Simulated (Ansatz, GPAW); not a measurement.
# Dielectric function and optical constants of H2PdS2 (model structure)

Aim: the dielectric function of H2PdS2 (model structure), and the optical constants that follow from it. The cell was made here by substitution or stacking, whether or not such a phase is known. It was built so: All Ni replaced by Pd and O replaced by S in the P-3m1 structure of NiH2O2. The cell is first relaxed with Ansatz.

Program: GPAW 26.7.0. Level of theory: DFT, revPBE, plane-wave PAW (GPAW data sets), scalar-relativistic, RPA, optical limit. Results are calculated unless marked as measured.

Report form: the programs' logs are mostly left out.

## 1. Starting point

Symmetry: P-3m1, No. 164, trigonal system. Conventional cell: a = 3.950 Å, b = 3.950 Å, c = 5.818 Å, α = 90.00°, β = 90.00°, γ = 120.00°. Pd has 6 S at 2.60 Å nearest. S has 1 H at 1.39 Å and 3 Pd at 2.60 Å nearest. Nearest to H lie 1 S at 1.39 Å. All Ni replaced by Pd and O replaced by S in the P-3m1 structure of NiH2O2. Farther neighbours and most contacts between anions are not listed.

Coordinates:

```cif
data_structure
_symmetry_space_group_name_H-M 'P 1'
_symmetry_Int_Tables_number 1
_cell_length_a 3.9498
_cell_length_b 3.9498
_cell_length_c 5.8183
_cell_angle_alpha 90.000
_cell_angle_beta 90.000
_cell_angle_gamma 120.000
_cell_volume 78.61
loop_
_atom_site_label
_atom_site_type_symbol
_atom_site_fract_x
_atom_site_fract_y
_atom_site_fract_z
_atom_site_occupancy
Pd1 Pd 0.00000 0.00000 0.00000 1
S2 S 0.66667 0.33333 0.78470 1
S3 S 0.33333 0.66667 0.21530 1
H4 H 0.66667 0.33333 0.54630 1
H5 H 0.33333 0.66667 0.45370 1
```

## 2. Relaxation

Spectra hang on bond lengths, so the cell is first brought to its minimum.

This step: DFT, revPBE, plane-wave PAW, default files, scalar-relativistic, relaxation (Ansatz 0.2.0).

input.yaml

```yaml
crystal:
  lattice:
    - [3.9497973579, 0.0, 0.0]
    - [-1.974898679, 3.4206248518, 0.0]
    - [0.0, 0.0, 5.81833396]
  atoms:
    - { symbol: Pd, position: [0.0, 0.0, 0.0] }
    - { symbol: S, position: [0.6666666667, 0.3333333333, 0.7847] }
    - { symbol: S, position: [0.3333333333, 0.6666666667, 0.2153] }
    - { symbol: H, position: [0.6666666667, 0.3333333333, 0.5463] }
    - { symbol: H, position: [0.3333333333, 0.6666666667, 0.4537] }
kpoints:
  mp_grid: { grid: [7, 7, 4] }
scf:
  occupations: { method: fermi_dirac, width: 0.05 }
hamiltonian:
  xc: revpbe
output:
  forces: true
  stress: true
relax:
  f_tol: 0.02
  max_steps: 50
  cell: {}
```

Launch:

```bash
ansatz run input.yaml --threads 1 --pin off --max-ram 4096MiB --backend cpu --events-out ev --progress --plain --runs-dir out
```

It took 93 s on 1 thread of Arm Neoverse N1, shared host; peak memory 0.38 GiB.

The steps of the relaxation:

| step | energy less that of the first step (eV) | largest force component (eV/Å) | pressure (GPa) | volume (Å³) |
| --- | --- | --- | --- | --- |
| 1 | 0.0000 | 0.5558 | -2.12 | 78.61 |
| 2 | -0.1497 | 0.4754 | 0.83 | 80.73 |
| 3 | -0.1807 | 0.0966 | 0.14 | 83.38 |
| 4 | -0.1976 | 0.2531 | 0.23 | 87.16 |
| 5 | -0.2051 | 0.1818 | 0.03 | 90.74 |
| 6 | -0.2062 | 0.0554 | -0.18 | 90.94 |
| 7 | -0.2063 | 0.0006 | -0.02 | 91.04 |
| 8* | -0.2175 | 0.0039 | 0.15 | 91.04 |
| 9 | -0.2212 | 0.0144 | 0.19 | 93.18 |
| 10 | -0.2243 | 0.0812 | 0.23 | 96.91 |
| 11 | -0.2247 | 0.0047 | 0.05 | 97.63 |
| 12 | -0.2231 | 0.0542 | 0.13 | 101.14 |
| 13 | -0.2239 | 0.0020 | -0.02 | 100.51 |
| 14 | -0.2243 | 0.0037 | 0.00 | 100.02 |
| 15* | -0.2293 | 0.0046 | 0.02 | 100.02 |
| 16 | -0.2297 | 0.0057 | 0.02 | 101.49 |
| 17 | -0.2292 | 0.0641 | 0.15 | 105.35 |
| 18 | -0.2292 | 0.0087 | 0.05 | 106.21 |
| 19 | -0.2288 | 0.0079 | 0.02 | 107.06 |
| 20 | -0.2289 | 0.0035 | -0.01 | 106.84 |
| 21* | -0.2314 | 0.0036 | -0.02 | 106.84 |

Relaxation steps marked * repeat the geometry before them on a plane-wave basis chosen anew for their cell, so energy and pressure can jump there.

The run keeps the 12 symmetry operations that it works with, so distortions that break them were not tested.

| cell as run | before | after | change |
| --- | --- | --- | --- |
| a (Å) | 3.950 | 3.998 | +1.2 % |
| b (Å) | 3.950 | 3.998 | +1.2 % |
| c (Å) | 5.818 | 7.719 | +32.7 % |
| volume (Å³/atom) | 15.72 | 21.37 | +35.9 % |

The atoms that moved most (Å, as changes of fractional coordinates times the final cell):

| atom | dx | dy | dz | length |
| --- | --- | --- | --- | --- |
| H5 | 0.000 | 0.000 | -1.025 | 1.025 |
| H4 | 0.000 | 0.000 | 1.025 | 1.025 |
| S2 | 0.000 | 0.000 | 0.555 | 0.555 |
| S3 | 0.000 | 0.000 | -0.555 | 0.555 |

Final coordinates:

```
Pd S H
1.0
     3.99781    0.00000    0.00000
    -1.99890    3.46220    0.00000
     0.00000    0.00000    7.71889
Pd S H
1 2 2
Cartesian
  0.0000 0.0000 0.0000
  1.9989 1.1541 6.6125
  0.0000 2.3081 1.1064
  1.9989 1.1541 5.2421
  0.0000 2.3081 2.4768
```

The relaxation ends with a largest force component of 0.0036 eV/Å and a pressure of -0.02 GPa.

## 3. Ground state

First the ground state: is it a metal or has it a gap?

This step: DFT, revPBE, plane-wave PAW (GPAW data sets), scalar-relativistic, ground state (GPAW 26.7.0).

gs.py

```python
from ase import Atoms
from ase.dft.bandgap import bandgap
from gpaw import GPAW, PW, FermiDirac

atoms = Atoms(['Pd', 'S', 'S', 'H', 'H'],
              cell=[[3.997806430270, 0.000000000029, 0.000000000000],
                    [-1.998903215160, 3.462201928012, 0.000000000000],
                    [0.000000000000, 0.000000000000, 7.718889213300]],
              scaled_positions=[[1.000000000000, 0.000000000000, 0.000000000000],
                                [0.666666666667, 0.333333333333, 0.856659903100],
                                [0.333333333333, 0.666666666667, 0.143340096900],
                                [0.666666666667, 0.333333333333, 0.679125949500],
                                [0.333333333333, 0.666666666667, 0.320874050500]],
              pbc=[True, True, True])
atoms.calc = GPAW(mode=PW(500), xc='revPBE', kpts={'size': (7, 7, 3), 'gamma': True},
                  occupations=FermiDirac(0.05), maxiter=150, txt='gs.txt')
print('energy (eV)', atoms.get_potential_energy())
print('Fermi level (eV)', atoms.calc.get_fermi_level())
print('valence electrons', atoms.calc.get_number_of_electrons())
print('gap (eV)', bandgap(atoms.calc, output=None)[0])
print('direct gap (eV)', bandgap(atoms.calc, direct=True, output=None)[0])
atoms.calc.write('gs.gpw')
```

Launch:

```bash
OMP_NUM_THREADS=1 python gs.py
```

Elapsed: 40 s, on 1 thread; peak memory 0.18 GiB.

Read-outs, printed or worked out from the files:

- energy: -17.81 eV
- Fermi energy: 2.160 eV
- electrons: 30

There are states at the Fermi level within the smearing, so the occupations stay smeared and the carriers get a Drude term.

## 4. Bands for the response

The response needs many more empty bands than the density does.

This step: DFT, revPBE, plane-wave PAW (GPAW data sets), scalar-relativistic, bands at fixed density (GPAW 26.7.0).

nscf.py

```python
from ase.dft.bandgap import bandgap
from gpaw import GPAW, FermiDirac

calc = GPAW('gs.gpw').fixed_density(kpts={'size': (12, 12, 6), 'gamma': True}, nbands=57, convergence={'bands': 51},
                                    occupations=FermiDirac(0.05), txt='nscf.txt')
print('gap (eV)', bandgap(calc, output=None)[0])
print('direct gap (eV)', bandgap(calc, direct=True, output=None)[0])
print('top band over the Fermi level (eV)', min(calc.get_eigenvalues(kpt=k)[50] for k in range(len(calc.get_ibz_k_points()))) - calc.get_fermi_level())
calc.write('full.gpw', mode='all')
```

Launch:

```bash
OMP_NUM_THREADS=1 python nscf.py
```

Run time: 15 min. Hardware: 1 thread; peak memory 0.48 GiB.

## 5. Dielectric function, RPA

Local fields let the induced charge screen the field inside the cell, which as a rule lowers ε, most along directions where the density is uneven.

This step: DFT, revPBE, plane-wave PAW (GPAW data sets), scalar-relativistic, RPA, optical limit (GPAW 26.7.0).

df.py

```python
from gpaw.response.df import DielectricFunction

df = DielectricFunction('full.gpw', frequencies={'type': 'nonlinear', 'domega0': 0.03, 'omega2': 8},
                        ecut=50,
                        eta=0.05,
                        nbands=51,
                        rate=0.05,
                        txt='df.txt')
for direction in ['x', 'z']:
    df.get_dielectric_function(xc='RPA', direction=direction, filename=f'df_{direction}.csv')
```

Launch:

```bash
OMP_NUM_THREADS=1 python df.py
```

Run time: 98 s. Hardware: 1 thread; peak memory 0.43 GiB.

Some rows of df_x.csv (energy; Re and Im without local fields; Re and Im with them):

```text
0.000000, 4637.271501, -0.000000, 4635.113103, -0.000000
0.555532, -56.076877, 40.165461, -54.089238, 40.324551
1.143969, -9.151515, 1.655676, -9.362030, 1.600667
1.768324, 1.240000, 1.487900, 0.693430, 1.358969
2.431988, -0.514562, 6.480688, 0.113818, 6.071190
3.138794, 2.943058, 3.688914, 2.762537, 3.112808
3.893091, 1.336093, 2.333405, 1.343974, 2.180659
4.699832, 1.818435, 0.882265, 1.415050, 0.915542
5.564682, 2.844353, 1.695122, 2.479610, 1.523968
6.494155, 3.260184, 2.850597, 2.797436, 2.531591
7.495775, 1.321595, 4.130155, 1.035308, 3.555279
8.578281, 0.419681, 1.768957, 0.120315, 1.488046
9.751884, 0.576332, 2.380794, 0.578941, 1.880963
11.028587, 0.298480, 2.311018, 0.448684, 1.786259
12.422601, -0.136936, 1.487953, 0.109577, 1.188476
13.950874, 0.121565, 1.732834, 0.298680, 0.937826
15.633783, -0.053921, 0.803332, 0.377987, 0.698120
17.496047, 0.013815, 0.449039, 0.440869, 0.599047
19.567954, 0.246040, 0.235879, 0.426823, 0.513151
```

The Im ε has structure finer than the step of the table below, so its rows give means over 0.5 eV, whole bins alone (the curve runs from 0.305 to 19.9 eV). Peaks (eV: height): E ∥ x 2.28: 6.71; E ∥ z 4.56: 2.23, 9.28: 2.08, 10.24: 1.84, 11.18: 1.69, 12.18: 2.06, 13.08: 2.27, 14.68: 2.70.

Sum at mesh points, not converged in k. The Im ε by photon energy; means over each step:

| photon energy (eV) | E ∥ x | E ∥ z |
| --- | --- | --- |
| 1.0 | 3.55 | 0.0968 |
| 1.5 | 0.896 | 0.0213 |
| 2.0 | 2.82 | 0.0734 |
| 2.5 | 4.78 | 0.284 |
| 3.0 | 2.07 | 0.510 |
| 3.5 | 2.22 | 0.912 |
| 4.0 | 2.25 | 1.04 |
| 4.5 | 1.06 | 1.44 |
| 5.0 | 1.00 | 0.792 |
| 5.5 | 1.26 | 0.515 |
| 6.0 | 1.46 | 0.367 |
| 6.5 | 2.23 | 1.04 |
| 7.0 | 3.78 | 1.27 |
| 7.5 | 3.46 | 0.753 |
| 8.0 | 2.91 | 0.754 |
| 8.5 | 1.83 | 1.30 |
| 9.0 | 1.95 | 1.77 |
| 9.5 | 1.87 | 1.78 |
| 10.0 | 1.83 | 1.63 |
| 10.5 | 1.42 | 1.46 |
| 11.0 | 1.66 | 1.58 |
| 11.5 | 1.41 | 1.22 |
| 12.0 | 1.42 | 1.81 |
| 12.5 | 1.22 | 1.77 |
| 13.0 | 0.992 | 2.00 |
| 13.5 | 1.01 | 1.95 |
| 14.0 | 0.932 | 1.83 |
| 14.5 | 0.890 | 2.41 |
| 15.0 | 0.898 | 1.92 |
| 15.5 | 0.789 | 1.47 |
| 16.0 | 0.755 | 1.31 |
| 16.5 | 0.704 | 1.06 |
| 17.0 | 0.621 | 0.840 |
| 17.5 | 0.607 | 0.733 |
| 18.0 | 0.606 | 0.706 |
| 18.5 | 0.574 | 0.702 |
| 19.0 | 0.532 | 0.662 |
| 19.5 | 0.494 | 0.609 |

Values under 1 per cm are given as 1; sum at mesh points, not converged in k. Table of absorption coefficient by photon energy:

| photon energy (eV) | E ∥ x (1/cm) | E ∥ z (1/cm) |
| --- | --- | --- |
| 0.5 | 3.8e5 | 12063 |
| 1.0 | 3.9e5 | 1991 |
| 1.5 | 2.5e5 | 863 |
| 2.0 | 1.5e5 | 4331 |
| 2.5 | 4.7e5 | 14157 |
| 3.0 | 1.5e5 | 40497 |
| 3.5 | 2.3e5 | 70452 |
| 4.0 | 3.9e5 | 1.4e5 |
| 4.5 | 2.2e5 | 2.0e5 |
| 5.0 | 1.9e5 | 1.3e5 |
| 5.5 | 2.3e5 | 77030 |
| 6.0 | 2.3e5 | 68838 |
| 6.5 | 4.6e5 | 2.2e5 |
| 7.0 | 6.4e5 | 2.9e5 |
| 7.5 | 8.8e5 | 1.9e5 |
| 8.0 | 9.1e5 | 1.8e5 |
| 8.5 | 8.2e5 | 3.0e5 |
| 9.0 | 8.1e5 | 4.9e5 |
| 9.5 | 7.5e5 | 5.2e5 |
| 10.0 | 9.0e5 | 5.6e5 |
| 10.5 | 7.4e5 | 5.1e5 |
| 11.0 | 9.3e5 | 6.1e5 |
| 11.5 | 8.0e5 | 5.2e5 |
| 12.0 | 9.2e5 | 7.6e5 |
| 12.5 | 8.6e5 | 8.2e5 |
| 13.0 | 7.5e5 | 8.9e5 |
| 13.5 | 8.0e5 | 1.1e6 |
| 14.0 | 7.9e5 | 9.2e5 |
| 14.5 | 8.2e5 | 1.3e6 |
| 15.0 | 8.7e5 | 1.5e6 |
| 15.5 | 7.9e5 | 1.3e6 |
| 16.0 | 7.9e5 | 1.3e6 |
| 16.5 | 7.8e5 | 1.2e6 |
| 17.0 | 6.8e5 | 1.0e6 |
| 17.5 | 6.9e5 | 8.8e5 |
| 18.0 | 7.3e5 | 8.0e5 |
| 18.5 | 7.2e5 | 9.3e5 |
| 19.0 | 7.3e5 | 8.5e5 |
| 19.5 | 6.5e5 | 7.9e5 |

Sum at mesh points, not converged in k. Table of Im ε, E ∥ x by photon energy; read off at these points:

| photon energy (eV) | without local fields | with local fields |
| --- | --- | --- |
| 0.50 | 49.2 | 46.9 |
| 1.00 | 2.83 | 2.78 |
| 1.50 | 0.790 | 0.759 |
| 2.00 | 2.61 | 2.28 |
| 2.28 | 7.81 | 6.69 |
| 2.50 | 5.68 | 5.70 |
| 3.00 | 1.39 | 1.31 |
| 3.50 | 1.87 | 1.71 |
| 4.00 | 2.45 | 2.67 |
| 4.50 | 0.994 | 1.06 |
| 5.00 | 1.07 | 1.02 |
| 5.50 | 1.47 | 1.31 |
| 6.00 | 1.35 | 1.28 |
| 6.50 | 2.83 | 2.51 |
| 7.00 | 4.60 | 3.95 |
| 7.15 | 5.81 | 5.12 |
| 7.50 | 4.13 | 3.56 |
| 8.00 | 3.26 | 2.81 |
| 8.50 | 2.09 | 1.80 |
| 9.00 | 3.09 | 2.20 |
| 9.50 | 2.30 | 1.82 |
| 10.00 | 2.34 | 1.89 |
| 10.50 | 1.79 | 1.35 |
| 11.00 | 2.32 | 1.79 |
| 11.50 | 1.91 | 1.37 |
| 12.00 | 1.94 | 1.42 |
| 12.50 | 1.45 | 1.12 |
| 13.00 | 1.24 | 0.899 |
| 13.50 | 1.42 | 0.987 |
| 14.00 | 1.81 | 0.915 |
| 14.50 | 1.27 | 0.904 |
| 15.00 | 0.913 | 0.935 |
| 15.50 | 0.757 | 0.774 |
| 16.00 | 0.745 | 0.771 |
| 16.50 | 0.602 | 0.715 |
| 17.00 | 0.574 | 0.613 |
| 17.50 | 0.449 | 0.599 |
| 18.00 | 0.423 | 0.619 |
| 18.50 | 0.342 | 0.581 |
| 19.00 | 0.271 | 0.549 |
| 19.50 | 0.242 | 0.506 |

The reflectivity at normal incidence has structure finer than the step of the table below, so its rows give means over 0.5 eV, whole bins alone (the curve runs from 0.305 to 19.9 eV). Peaks (eV: height): E ∥ x 0.72: 92.0, 2.62: 48.5, 3.30: 28.7, 3.72: 19.5, 7.15: 25.9; E ∥ z 4.56: 12.1, 9.28: 10.8, 10.24: 9.53, 13.34: 13.8, 14.87: 23.0, 15.54: 17.2, 16.23: 17.2.

Sum at mesh points, not converged in k. The reflectivity at normal incidence by photon energy; means over each step:

| photon energy (eV) | E ∥ x (%) | E ∥ z (%) |
| --- | --- | --- |
| 1.0 | 90.3 | 4.66 |
| 1.5 | 64.2 | 5.47 |
| 2.0 | 14.6 | 6.32 |
| 2.5 | 37.4 | 7.24 |
| 3.0 | 15.7 | 7.44 |
| 3.5 | 15.6 | 8.29 |
| 4.0 | 15.2 | 7.16 |
| 4.5 | 6.73 | 9.05 |
| 5.0 | 4.80 | 3.92 |
| 5.5 | 7.34 | 3.97 |
| 6.0 | 8.92 | 4.92 |
| 6.5 | 12.6 | 8.46 |
| 7.0 | 20.0 | 6.62 |
| 7.5 | 21.0 | 4.70 |
| 8.0 | 21.6 | 6.18 |
| 8.5 | 17.5 | 8.81 |
| 9.0 | 12.8 | 9.74 |
| 9.5 | 13.5 | 9.11 |
| 10.0 | 15.1 | 8.29 |
| 10.5 | 11.8 | 7.23 |
| 11.0 | 13.1 | 7.90 |
| 11.5 | 11.9 | 5.90 |
| 12.0 | 13.0 | 9.45 |
| 12.5 | 13.8 | 9.15 |
| 13.0 | 11.1 | 10.6 |
| 13.5 | 9.74 | 11.8 |
| 14.0 | 9.63 | 10.0 |
| 14.5 | 8.76 | 15.2 |
| 15.0 | 8.75 | 20.6 |
| 15.5 | 9.13 | 16.0 |
| 16.0 | 7.87 | 15.8 |
| 16.5 | 8.13 | 15.9 |
| 17.0 | 6.86 | 13.2 |
| 17.5 | 6.31 | 10.2 |
| 18.0 | 6.23 | 8.00 |
| 18.5 | 6.30 | 8.47 |
| 19.0 | 6.46 | 7.30 |
| 19.5 | 5.85 | 7.28 |

The loss function −Im 1/ε at q → 0 has structure finer than the step of the table below, so its rows give means over 0.5 eV, whole bins alone (the curve runs from 0.305 to 19.9 eV). Peaks (eV: height): E ∥ x 1.66: 0.986, 4.33: 0.774, 12.92: 1.00, 14.59: 1.01, 15.54: 1.19, 16.75: 1.19, 19.09: 1.26; E ∥ z 4.79: 0.371, 7.10: 0.259, 11.25: 0.379, 17.28: 1.23, 18.62: 1.27.

Sum at mesh points, not converged in k. The loss function −Im 1/ε at q → 0 by energy loss; means over each step:

| energy loss (eV) | E ∥ x | E ∥ z |
| --- | --- | --- |
| 1.0 | 0.0148 | 0.0173 |
| 1.5 | 0.303 | 0.00318 |
| 2.0 | 0.261 | 0.00922 |
| 2.5 | 0.204 | 0.0311 |
| 3.0 | 0.421 | 0.0558 |
| 3.5 | 0.380 | 0.0933 |
| 4.0 | 0.401 | 0.136 |
| 4.5 | 0.518 | 0.175 |
| 5.0 | 0.244 | 0.221 |
| 5.5 | 0.174 | 0.112 |
| 6.0 | 0.160 | 0.0639 |
| 6.5 | 0.165 | 0.108 |
| 7.0 | 0.158 | 0.220 |
| 7.5 | 0.272 | 0.151 |
| 8.0 | 0.341 | 0.108 |
| 8.5 | 0.540 | 0.135 |
| 9.0 | 0.437 | 0.195 |
| 9.5 | 0.486 | 0.270 |
| 10.0 | 0.525 | 0.272 |
| 10.5 | 0.637 | 0.299 |
| 11.0 | 0.550 | 0.307 |
| 11.5 | 0.651 | 0.288 |
| 12.0 | 0.666 | 0.256 |
| 12.5 | 0.800 | 0.326 |
| 13.0 | 0.917 | 0.307 |
| 13.5 | 0.867 | 0.415 |
| 14.0 | 0.933 | 0.374 |
| 14.5 | 0.935 | 0.356 |
| 15.0 | 0.926 | 0.539 |
| 15.5 | 1.07 | 0.678 |
| 16.0 | 1.03 | 0.757 |
| 16.5 | 1.12 | 0.944 |
| 17.0 | 1.12 | 1.15 |
| 17.5 | 1.08 | 1.20 |
| 18.0 | 1.07 | 1.10 |
| 18.5 | 1.12 | 1.14 |
| 19.0 | 1.19 | 1.10 |
| 19.5 | 1.16 | 1.17 |

From ε follow the optical constants at some laser and lamp lines:

| wavelength (nm) | n x | k x | R (%) x | 1/α x | n z | k z | R (%) z | 1/α z |
| --- | --- | --- | --- | --- | --- | --- | --- | --- |
| 800 | 0.29 | 1.375 | 67.7 | 46 nm | 1.62 | 0.006 | 5.5 | 11 µm |
| 532 | 1.90 | 1.647 | 31.7 | 26 nm | 1.69 | 0.057 | 6.7 | 740 nm |
| 450 | 0.75 | 1.134 | 31.0 | 32 nm | 1.70 | 0.165 | 7.1 | 217 nm |
| 405 | 1.49 | 0.482 | 7.4 | 67 nm | 1.75 | 0.142 | 7.7 | 227 nm |
| 365 | 0.96 | 0.729 | 12.6 | 40 nm | 1.72 | 0.242 | 7.7 | 120 nm |
| 308 | 1.28 | 1.015 | 17.8 | 24 nm | 1.61 | 0.335 | 7.0 | 73 nm |
| 248 | 1.38 | 0.369 | 4.9 | 54 nm | 1.35 | 0.260 | 3.4 | 76 nm |

In reflection the computed colour is blue-green: x = 0.254, y = 0.317, luminous reflectivity 16 %.

## 6. What came out

At this level (revPBE, RPA) H2PdS2 is a metal. The mesh is too coarse to trust the carriers' weight, the reflectivity or the colour to better than tens of per cent. The cell grew by 35.9 % in volume. In reflection the computed colour is blue-green: x = 0.254, y = 0.317, luminous reflectivity 16 %. The carriers' damping of 0.05 eV is typed, not computed; it shapes the response at the lowest energies. The run has no spin polarisation; magnetic order or correlation, untested here, could change the spectrum. The cell grew by 36 % in the relaxation, which can come from the guessed start or, where layers or molecules are weakly bound, from the missing dispersion term; a larger cell lowers ε. In this version of GPAW the matrix elements of the optical limit are incomplete, which can lower ε − 1 by up to a tenth where first-row anions or d states rule, and shift it by more in d metals. GPAW's carrier term has the form −ωp²/(ω + i·rate)², which damps like twice the rate and fails at low energy, so the curves leave the lowest energies out. The sum runs over mesh points 0.15 Å⁻¹ apart with no interpolation, so peaks are partly noise of the mesh, and the Drude plasma energy, a sum over the Fermi surface, isn't converged.

[Machine, clock and banner lines and Python warnings are left out of the logs.]

[Logs are printed without paths, hosts, clocks, repeated set-up lines and the standing remarks that a program may print on its own settings, such as how far it seeks lower states.]

[Hosts, paths, dates, database ids (printed as entryN), source tags and the programs' standing remarks are cut or masked in the printed files.]
